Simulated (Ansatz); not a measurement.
# Static equation of state of glassy nearly rigid 58SiO2-7Al2O3-4FeO-16MgO-13CaO-2Na2O (mol %), from a frame at 1700 K, (126 atoms)

Density of this cell: 2.46 g/cm³. The cell holds 126 atoms: 26 Si, 6 Al, 2 Fe, 7 Mg, 6 Ca, 2 Na and 77 O. Its edges and angles: a = 12.219 Å, b = 12.215 Å, c = 12.192 Å, α = 89.2°, β = 88.5°, γ = 86.2°. The starting structure: 126 atoms (26 Si, 6 Al, 2 Fe, 7 Mg, 6 Ca, 2 Na, 77 O) placed at random at 2.58 g/cm³, melted at 3000 K for 20 ps at fixed volume with the Buckingham and Coulomb pair potential of Guillot and Sator (Geochim. Cosmochim. Acta 71, 1249 (2007)) with the boron terms of Wang et al. (J. Non-Cryst. Solids 498, 294 (2018)). Snapshot at the end of a hold of 10 ps at 1700 K and fixed volume.

Calculated with Ansatz 0.2.0: Kohn-Sham DFT, RPBE, PAW (set soft_2), plane waves; cutoff 420 eV, Γ point, gaussian smearing of 0.05 eV, spin polarised, started with 2 parallel moments, ending at -8.0 μB in the cell. Cell and atoms were relaxed first, to V0 = 14.404 Å³ an atom at a residual P0 = 0.010 GPa. The cell was then scaled evenly, and the atoms were relaxed at each volume.

| volume (Å³/atom) | pressure (GPa) |
| --- | --- |
| 13.540 | 3.239 |
| 13.972 | ? |
| 14.836 | -1.388 |
| 15.268 | -2.696 |

Task: Fit the third-order Birch–Murnaghan equation to the rows given and interpolate to the withheld row.

**Working.**

Take the Eulerian strain f = ½[(V0/V)^(2/3) − 1] and the normalised pressure F = (P − P0) / [3f(1 + 2f)^(5/2)]. The third-order Birch–Murnaghan equation is then the line F = B0 + (3/2)B0(B′ − 4) f, so u = f and v = F.

```
      u = f  v = F (GPa)
  0.0210563      46.1150
-0.00975661      50.1608
 -0.0190506      52.1795
```

With n = 3: mean u = -0.00258364, mean v = 49.4851, Σ(u − ū)² = 8.815e-4, Σ(u − ū)(v − v̄) = -0.12888. Slope b = -0.12888 / 8.815e-4 = -146.22; intercept a = v̄ − b ū = 49.107.

So B0 = a = 49.1 GPa and B′ = 4 + 2b/(3a) = 2.01. At the withheld volume f = 0.01026, F = a + b f = 47.61 GPa, and P = P0 + 3f(1 + 2f)^(5/2) F.

Prediction at 13.972: 1.551 GPa. The run gave 1.575 GPa, so the fit is low by 0.024 GPa (1.5 % of the value).

Among the rows given, the largest miss of the fit is at 15.268, by 0.015 GPa (0.25 % of the range of the table).

Limits: Static cells at zero temperature; the cell shape is held. The program notes that the SCF threshold of these relaxations is loose for the stress. The network of bonds at the start is that of the classical potential that made the cell, and needn't be the one that DFT or experiment would give. Without a Hubbard term or exact exchange, open shells on Fe are likely too delocalised. Only the Γ point is sampled, in a cell whose shortest periodic width is 12 Å.

[Logs are printed without paths, hosts, clocks, repeated set-up lines and the standing remarks that a program may print on its own settings, such as how far it seeks lower states.]

[Hosts, paths, dates, database ids (printed as entryN), source tags and the programs' standing remarks are cut or masked in the printed files.]
